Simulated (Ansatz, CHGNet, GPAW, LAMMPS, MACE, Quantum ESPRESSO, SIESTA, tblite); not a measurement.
# Amorphous 29Ga2O3-71GeO2 (mol %) (86 atoms) in SIESTA

Wanted: SIESTA inputs and outputs for amorphous 29Ga2O3-71GeO2 (mol %) (86 atoms), checked against a plane-wave reference.

Calculated with SIESTA 5.4.2; the method is named at each step.

**1. The system as given**

The cell holds 86 atoms: 14 Ga, 17 Ge and 55 O. Its edges and angles: a = 10.359 Å, b = 10.359 Å, c = 10.359 Å, α = 90.0°, β = 90.0°, γ = 90.0°. 86 atoms (14 Fe, 17 Ge, 55 O) placed at random at 4.41 g/cm³, melted at 5000 K for 10 ps at fixed volume with the Morse and Coulomb pair potential with partial charges (Pedone, Malavasi, Menziani, Cormack and Segre, J. Phys. Chem. B 110, 11780 (2006)). Quenched from 5000 K to 300 K at 100 K/ps and fixed volume, held 5 ps, then minimised at fixed cell. Then Fe was replaced by Ga and the cell scaled by 1.006 (the potential has no terms for the new elements, so the cell is a start for a DFT relaxation).

The yardstick, on the same geometry:

```
method                                           : Kohn-Sham DFT, PBE, PAW, plane waves (Ansatz 0.2.0); cutoff 420 eV, Γ point, fermi-dirac smearing of 0.05 eV; PAW set soft_2
r.m.s. force component                           : 0.8952 eV/Å
longest force                                    : 2.886 eV/Å
pressure                                         : -2.014 GPa
gap (highest filled to lowest empty level) : 0.6548 eV
SCF cycles                                       : 10
time                                             : 24 s on 4 threads of Arm Neoverse V1, shared host
CPU time                                         : 93 s
```

**2. PBE, DZP, shift 0.01 Ry, mesh 500 Ry**

Method: Kohn-Sham DFT, PBE, PseudoDojo 0.4.1 norm-conserving pseudopotentials (converted to PSML), numerical atomic orbitals (DZP), diagonalisation.

The .psml files are PseudoDojo norm-conserving potentials that we converted to this format, checked against plane waves on the same files for H, C, O, Si, Ge and Ca alone.

input.fdf

```
SystemLabel cell
NumberOfAtoms 86
NumberOfSpecies 3
%block ChemicalSpeciesLabel
  1 31 Ga
  2 32 Ge
  3 8 O
%endblock ChemicalSpeciesLabel
LatticeConstant 1.0 Ang
%block LatticeVectors
  10.35908 0.00000 0.00000
  0.00000 10.35908 0.00000
  0.00000 0.00000 10.35908
%endblock LatticeVectors
PAO.BasisSize DZP
PAO.EnergyShift 0.01 Ry
XC.Functional GGA
XC.Authors PBE
MeshCutoff 500 Ry
%block kgrid_Monkhorst_Pack
  1 0 0 0.0
  0 1 0 0.0
  0 0 1 0.0
%endblock kgrid_Monkhorst_Pack
SolutionMethod diagon
OccupationFunction FD
ElectronicTemperature 580 K
SCF.Mixer.Method Pulay
SCF.Mixer.Weight 0.15
SCF.Mixer.History 8
SCF.Mix Hamiltonian
MaxSCFIterations 300
SCF.DM.Tolerance 1e-04
SCF.H.Tolerance 1.0e-3 eV
WriteForces T
Write.HirshfeldPop T
Write.VoronoiPop T
Write.DM F
Write.H F
XML.Write F
AtomicCoordinatesFormat Fractional
%block AtomicCoordinatesAndAtomicSpecies
  0.44238 0.43410 0.60658 1
  0.87436 0.18560 0.73310 1
  0.58775 0.22056 0.69324 1
  0.52371 0.93883 0.23401 1
  0.77480 0.53764 0.65285 1
  0.06679 0.98992 0.72120 1
  0.30837 0.73003 0.77303 1
  0.37957 0.30560 0.06951 1
  0.35085 0.64907 0.18054 1
  0.94004 0.89021 0.20234 1
  0.65643 0.02256 0.48142 1
  0.06757 0.72749 0.95170 1
  0.46542 0.32835 0.32231 1
  0.24549 0.93497 0.01648 1
  0.02938 0.45557 0.12743 2
  0.77842 0.84560 0.73633 2
  0.06222 0.48247 0.80215 2
  0.44663 0.71889 0.50608 2
  0.35990 0.00700 0.60042 2
  0.53182 0.83269 0.96089 2
  0.26738 0.23028 0.79511 2
  0.00284 0.19651 0.43517 2
  0.70820 0.51339 0.18661 2
  0.53767 0.51484 0.89960 2
  0.67096 0.13056 0.01088 2
  0.71817 0.75458 0.41525 2
  0.03602 0.74584 0.47266 2
  0.99927 0.14566 0.03034 2
  0.72093 0.30523 0.43163 2
  0.25453 0.07937 0.29384 2
  0.18424 0.47481 0.40084 2
  0.87222 0.70288 0.47278 3
  0.11932 0.60199 0.48536 3
  0.72783 0.88211 0.57877 3
  0.24964 0.08312 0.70432 3
  0.22823 0.73236 0.05568 3
  0.05406 0.81245 0.32108 3
  0.47615 0.67136 0.88069 3
  0.41074 0.27755 0.71594 3
  0.32554 0.22354 0.23983 3
  0.93242 0.78497 0.05442 3
  0.51622 0.05846 0.62117 3
  0.31723 0.04832 0.44636 3
  0.91505 0.41807 0.75378 3
  0.33202 0.97369 0.19017 3
  0.64454 0.51782 0.02904 3
  0.87348 0.48299 0.17359 3
  0.38689 0.60338 0.63089 3
  0.88086 0.97258 0.76261 3
  0.28477 0.18113 0.95297 3
  0.09398 0.09985 0.33465 3
  0.56063 0.32281 0.50476 3
  0.14906 0.50472 0.23492 3
  0.07529 0.85998 0.58648 3
  0.07902 0.01156 0.08707 3
  0.04440 0.51845 0.97149 3
[... 26 atom lines left out ...]
  0.08376 0.34166 0.42770 3
  0.01580 0.16034 0.86478 3
  0.39102 0.90294 0.90065 3
  0.77774 0.89705 0.31954 3
%endblock AtomicCoordinatesAndAtomicSpecies
```

Launch:

```sh
$ OMP_NUM_THREADS=1 mpirun -np 2 siesta < input.fdf > output.txt
```

The program printed:

```text
Version         : 5.4.2
reinit: System Name:
reinit: System Label: cell
initatom: Reading input for the pseudopotentials and atomic orbitals ----------
Species number:   1 Atomic number:   31 Label: Ga
Species number:   2 Atomic number:   32 Label: Ge
Species number:   3 Atomic number:    8 Label: O
Ground state valence configuration (from tables):   4s02  4p01  4d00  4f00
Ground state valence configuration (from tables):   4s02  4p02  4d00  4f00
Ground state valence configuration (from tables):   2s02  2p04  3d00  4f00
---- Processing specs for species: Ga
GGA--PBE XC_GGA_X_PBE--XC_GGA_C_PBE pb
Semicore shell(s) with 10 electrons included in the valence for Ga
---- Processing specs for species: Ge
GGA--PBE XC_GGA_X_PBE--XC_GGA_C_PBE pb
Semicore shell(s) with 10 electrons included in the valence for Ge
---- Processing specs for species: O
GGA--PBE XC_GGA_X_PBE--XC_GGA_C_PBE pb
Semicore shell(s): 3d
Fallback to non-perturbative polarization scheme for Ga
Please see the manual if this is not desired in principle
Semicore shell(s): 3d
Fallback to non-perturbative polarization scheme for Ge
Please see the manual if this is not desired in principle
Ga pseudopotential only contains V_ls up to l=2 -- lmxkb reset.
Ge pseudopotential only contains V_ls up to l=2 -- lmxkb reset.
O pseudopotential only contains V_ls up to l=2 -- lmxkb reset.
Using PAO.SplitTailNorm
%block ChemicalSpeciesLabel
    1   31 Ga                      # Species index, atomic number, species label
    2   32 Ge                      # Species index, atomic number, species label
    3    8 O                       # Species index, atomic number, species label
%endblock ChemicalSpeciesLabel
%block PAO.Basis                 # Define Basis set
Ga                    4                    # Species label, number of l-shells
 n=4   0   2                         # n, l, Nzeta
   5.761      4.135
   1.000      1.000
 n=4   1   2                         # n, l, Nzeta
   7.969      5.866
[...]
n=3   2   1                         # n, l, Nzeta
   3.094
   1.000
[...]
7.969
[...]
Ge                    4                    # Species label, number of l-shells
[...]
n=4   2   1                         # n, l, Nzeta
   6.996
   1.000
O                     2                    # Species label, number of l-shells
 n=2   0   2                         # n, l, Nzeta
[...]
n=2   1   2 P   1                   # n, l, Nzeta, Polarization, NzetaPol
   4.300      2.782
   1.000      1.000
%endblock PAO.Basis
coor:   Atomic-coordinates input format  =     Fractional
siesta: System type = bulk
initatomlists: Number of atoms, orbitals, and projectors:     86  1273  1273
siesta: ******************** Simulation parameters ****************************
Total number of electrons:   750.000000
Total ionic charge:   750.000000
 Kpoints in:            1 . Kpoints trimmed:            1
siesta: k-grid: Number of k-points = 1
siesta: k-points from Monkhorst-Pack grid
siesta: k-cutoff (effective) =     5.180 Ang
siesta: k-point supercell and displacements
siesta: k-grid:     1     0     0      0.000
siesta: k-grid:     0     1     0      0.000
siesta: k-grid:     0     0     1      0.000
                     ====================================
                        Single-point calculation
                     ====================================
outcell: Unit cell vectors (Ang):
       10.359080    0.000000    0.000000
        0.000000   10.359080    0.000000
        0.000000    0.000000   10.359080
outcell: Cell vector modules (Ang)   :   10.359080   10.359080   10.359080
outcell: Cell angles (23,13,12) (deg):     90.0000     90.0000     90.0000
outcell: Cell volume (Ang**3)        :   1111.6385
Gamma-point calculation with interaction between periodic images
Gamma-point calculation with interaction between periodic images
Some features might not work optimally:
Some features might not work optimally:
e.g. DM initialization from atomic data
e.g. DM initialization from atomic data
new_DM -- step:     1
Initializing Density Matrix...
Attempting to read DM from file... Failed...
DM filled with atomic data:
InitMesh: MESH = 144 x 144 x 144 = 2985984
InitMesh: Mesh cutoff (required, used) =   500.000   534.053 Ry
stepf: Fermi-Dirac step function
        iscf     Eharris(eV)        E_KS(eV)     FreeEng(eV)     dDmax    Ef(eV) dHmax(eV)
   scf:    1   -94843.347294   -95056.803424   -95056.803424  1.800947 -6.150760 11.206465
   scf:    2   -95155.106430   -95110.308486   -95110.308486  0.082130 -6.014409  6.562795
   scf:    3   -95151.279212   -95140.733901   -95140.735378  0.137339 -5.285854  2.507122
[...]
scf:   13   -95142.223353   -95142.223374   -95142.231911  0.000186 -5.559965  0.001230
   scf:   14   -95142.223370   -95142.223372   -95142.231912  0.000032 -5.559841  0.000809
SCF Convergence by DM+H criterion
max |DM_out - DM_in|         :     0.0000320489
max |H_out - H_in|      (eV) :     0.0008091540
SCF cycle converged after 14 iterations
Using DM_out to compute the final energy and forces
siesta: E_KS(eV) =           -95142.2234
siesta: E_KS - E_eggbox =    -95142.2234
siesta: Atomic forces (eV/Ang):
     1   -0.159689    0.240836    0.107861
     2   -0.217508   -0.431403    0.188474
     3   -0.218992   -0.985314    0.478343
[...]
85   -2.323945    0.822798   -1.374999
    86    0.027049    1.192214   -0.910725
----------------------------------------
   Tot   -0.007016   -0.002069    0.007441
----------------------------------------
   Max    3.839847
   Res    1.152031    sqrt( Sum f_i^2 / 3N )
----------------------------------------
   Max    3.839847    constrained
Stress tensor Voigt[x,y,z,yz,xz,xy] (kbar):      -37.13      -32.23      -20.05        1.85        6.73        5.69
(Free)E + p*V (eV/cell)   -95121.5532
Target enthalpy (eV/cell)   -95142.2319
siesta: Program's energy decomposition (eV):
siesta: Ebs     =    -13958.054495
siesta: Eions   =    108931.030644
siesta: Ena     =      6521.069211
siesta: Ekin    =     71930.667920
siesta: Enl     =    -40530.398475
siesta: DEna    =       170.108862
siesta: DUscf   =        47.492807
siesta: Ex      =    -23009.293293
siesta: Ec      =     -1340.839760
siesta: Exc     =    -24350.133053
siesta: Eharris =    -95142.223370
siesta: Etot    =    -95142.223372
siesta: FreeEng =    -95142.231912
siesta: Final energy (eV):
siesta:  Band Struct. =  -13958.054495
siesta:       Kinetic =   71930.667920
siesta:       Hartree =   31734.747057
siesta:         Exch. =  -23009.293293
siesta:         Corr. =   -1340.839760
siesta:   Exch.-corr. =  -24350.133053
siesta:  Ion-electron = -130467.597959
siesta:       Ion-ion =  -43989.907337
siesta:         Total =  -95142.223372
siesta:         Fermi =      -5.559841
siesta: Stress tensor (static) (eV/Ang**3):
siesta:    -0.023172    0.003551    0.004202
siesta:     0.003551   -0.020119    0.001151
siesta:     0.004202    0.001152   -0.012515
siesta: Cell volume =       1111.638453 Ang**3
siesta: Pressure (static):
siesta:                Solid            Molecule  Units
siesta:           0.00020260          0.00038899  Ry/Bohr**3
siesta:           0.01860197          0.03571519  eV/Ang**3
siesta:          29.80363731         57.22203806  kBar
    Orbital volume contribution        =          40.070846 eV
    (Free)E + p_basis*V_orbitals       =      -95102.161065 eV
    (Free)Eharris+ p_basis*V_orbitals  =      -95102.161063 eV
Hirshfeld Atomic Populations:
Atom #   charge [q] valence [e]  Species
     1     0.478265   12.521735  Ga
     2     0.480301   12.519699  Ga
     3     0.448372   12.551628  Ga
[...]
13     0.463184   12.536816  Ga
    14     0.446135   12.553865  Ga
    15     0.574668   13.425332  Ge
    16     0.505675   13.494325  Ge
    17     0.547840   13.452160  Ge
[...]
30     0.553483   13.446517  Ge
    31     0.545711   13.454289  Ge
    32    -0.290841    6.290841  O
    33    -0.269164    6.269164  O
    34    -0.269203    6.269203  O
[...]
85    -0.282028    6.282028  O
    86    -0.306178    6.306178  O
--------------------
 Total    -0.000006
```

It took 4.1 min on 2 MPI ranks of Arm Neoverse V1, shared host; peak memory 2.4 GiB.

Banners and routine set-up lines are dropped from the logs; longer cuts are marked.

Compared with the plane-wave run:

```
r.m.s. force component                           : 1.152 eV/Å
r.m.s. difference of force components            : 320.6 meV/Å
longest difference of force vectors              : 1024 meV/Å
force difference over r.m.s. force               : 35.81 %
slope of forces against the reference's          : 1.264
correlation of force components                  : 0.9821
gap (highest filled to lowest empty level) : 0.4979 eV
gap difference                                   : -0.1569 eV
pressure                                         : 2.98 GPa
pressure difference                              : 4.994 GPa
```

This run lies far from the reference at the same functional.

Length of the force difference by element (eV/Å):

```
element  atoms  mean  most
     Ga     14  0.22  0.35
     Ge     17  0.24  0.37
      O     55  0.63   1.0
```

Levels nearest the highest filled one (eV from it): -0.65, -0.61, -0.57, -0.53, -0.49, -0.42, -0.36, -0.32, -0.28, -0.21, -0.17, 0.00, 0.50, 2.12, 2.49, 2.62, 2.95, 3.04, 3.19, 3.28, 3.41, 3.51, 3.75, 3.78.

A closer look about Ga10, picked at random: 12 atoms, nearest first, numbered in the order of the input, with positions taken from that point.

```
atom      x      y      z  distance (Å)  bonds  Hirshfeld charge (e)     Fx     Fy  Fz (eV/Å)
Ga10   0.00   0.00   0.00          0.00      4                  0.47  -0.20  -1.86       0.75
 O41  -0.08  -1.09  -1.53          1.88      2                 -0.35  -0.33  -0.07      -0.04
 O37   1.18  -0.81   1.23          1.89      2                 -0.33   0.86   1.16      -2.55
 O86  -1.68   0.07   1.21          2.08      2                 -0.31   0.03   1.19      -0.91
 O55   1.44   1.26  -1.19          2.25      3                 -0.25   1.15  -1.72       1.51
 O51   1.59   2.17   1.37          3.02      2                 -0.26  -1.34  -1.69      -1.57
 O66  -1.10   2.42  -1.51          3.06      2                 -0.28  -0.49  -0.64       1.59
Ge28   0.61   2.65  -1.78          3.25      4                  0.51  -0.83   0.99      -0.47
Ge27   0.99  -1.50   2.80          3.33      4                  0.49  -1.39   1.56      -0.66
Ga12   1.32  -1.69  -2.60          3.37      5                  0.42   0.04  -0.17       0.93
 O32  -0.70  -1.94   2.80          3.48      2                 -0.29  -0.53  -2.24       1.31
Ge26  -2.30  -1.41   2.21          3.48      6                  0.46   0.14   0.54       0.48
```

Forces lie 36 % from the reference's, at 5.3 times its CPU time (on 2 against 4 cores).

The difference per atom is largest on O (0.63 eV/Å on average, against 0.24 on Ge).

**3. PBE, DZP, shift 0.01 Ry, mesh 150 Ry**

Method: Kohn-Sham DFT, PBE, PseudoDojo 0.4.1 norm-conserving pseudopotentials (converted to PSML), numerical atomic orbitals (DZP), diagonalisation.

input.fdf: that of step 2 with these lines changed.

```diff
@@ -18,3 +18,3 @@
 XC.Authors PBE
-MeshCutoff 500 Ry
+MeshCutoff 150 Ry
 %block kgrid_Monkhorst_Pack
```

The program printed:

```text
Version         : 5.4.2
reinit: System Name:
reinit: System Label: cell
initatom: Reading input for the pseudopotentials and atomic orbitals ----------
Species number:   1 Atomic number:   31 Label: Ga
Species number:   2 Atomic number:   32 Label: Ge
Species number:   3 Atomic number:    8 Label: O
Ground state valence configuration (from tables):   4s02  4p01  4d00  4f00
[... lines left out ...]
        iscf     Eharris(eV)        E_KS(eV)     FreeEng(eV)     dDmax    Ef(eV) dHmax(eV)
[... lines left out ...]
SCF Convergence by DM+H criterion
[... lines left out ...]
SCF cycle converged after 14 iterations
[... lines left out ...]
   Max    3.787650
[... lines left out ...]
   Max    3.787650    constrained
Stress tensor Voigt[x,y,z,yz,xz,xy] (kbar):      -39.03      -34.04      -22.01        1.82        6.78        5.67
[... lines left out ...]
siesta: FreeEng =    -95143.032337
[... lines left out ...]
siesta:         Fermi =      -5.562221
[... lines left out ...]
siesta:           0.01978201          0.03653203  eV/Ang**3
siesta:          31.69426998         58.53076375  kBar
    Orbital volume contribution        =          40.070846 eV
    (Free)E + p_basis*V_orbitals       =      -95102.961490 eV
    (Free)Eharris+ p_basis*V_orbitals  =      -95102.961488 eV
Hirshfeld Atomic Populations:
Atom #   charge [q] valence [e]  Species
     1     0.477989   12.522011  Ga
     2     0.479902   12.520098  Ga
     3     0.448050   12.551950  Ga
[...]
13     0.462828   12.537172  Ga
    14     0.445780   12.554220  Ga
    15     0.574482   13.425518  Ge
    16     0.505381   13.494619  Ge
    17     0.547458   13.452542  Ge
[...]
30     0.553309   13.446691  Ge
    31     0.545316   13.454684  Ge
    32    -0.290668    6.290668  O
    33    -0.269006    6.269006  O
    34    -0.268996    6.268996  O
[...]
85    -0.281842    6.281842  O
    86    -0.305976    6.305976  O
--------------------
 Total    -0.000001
```

The job ended after 64 s (2 MPI ranks; peak memory 0.91 GiB).

Compared with the plane-wave run:

- r.m.s. force component: 1.149 eV/Å
- r.m.s. difference of force components: 318.2 meV/Å
- longest difference of force vectors: 994.5 meV/Å
- force difference over r.m.s. force: 35.55 %
- slope of forces against the reference's: 1.26
- correlation of force components: 0.9821
- gap (highest filled to lowest empty level): 0.4972 eV
- gap difference: -0.1576 eV
- pressure: 3.169 GPa
- pressure difference: 5.183 GPa
- energy less the same-level run's: -9.307 meV/atom
- r.m.s. force difference from the same-level run: 33.31 meV/Å

This is a coarse setting, run to see what it loses.

Against the first run (36 %), the force difference from the reference is 36 %, at 0.26 times the CPU time: the change moves forces by 33 meV/Å r.m.s., so most of the difference comes from elsewhere.

The difference per atom is largest on O (0.62 eV/Å on average, against 0.25 on Ge).

[end of part 1 of 2]

[Long decimals in the printed logs are rounded to 6 places.]

[Also dropped from logs without a mark: lines with file paths, logging warnings of Python, QE's lines on negative density and diagonalisation, SIESTA's first energy breakdown, zero terms and Voronoi charges.]

[Logs are printed without paths, hosts, clocks, repeated set-up lines and the standing remarks that a program may print on its own settings, such as how far it seeks lower states.]

[Hosts, paths, dates, database ids (printed as entryN), source tags and the programs' standing remarks are cut or masked in the printed files.]

[Most failed runs of this program on this cell are left out, timed-out ones always.]
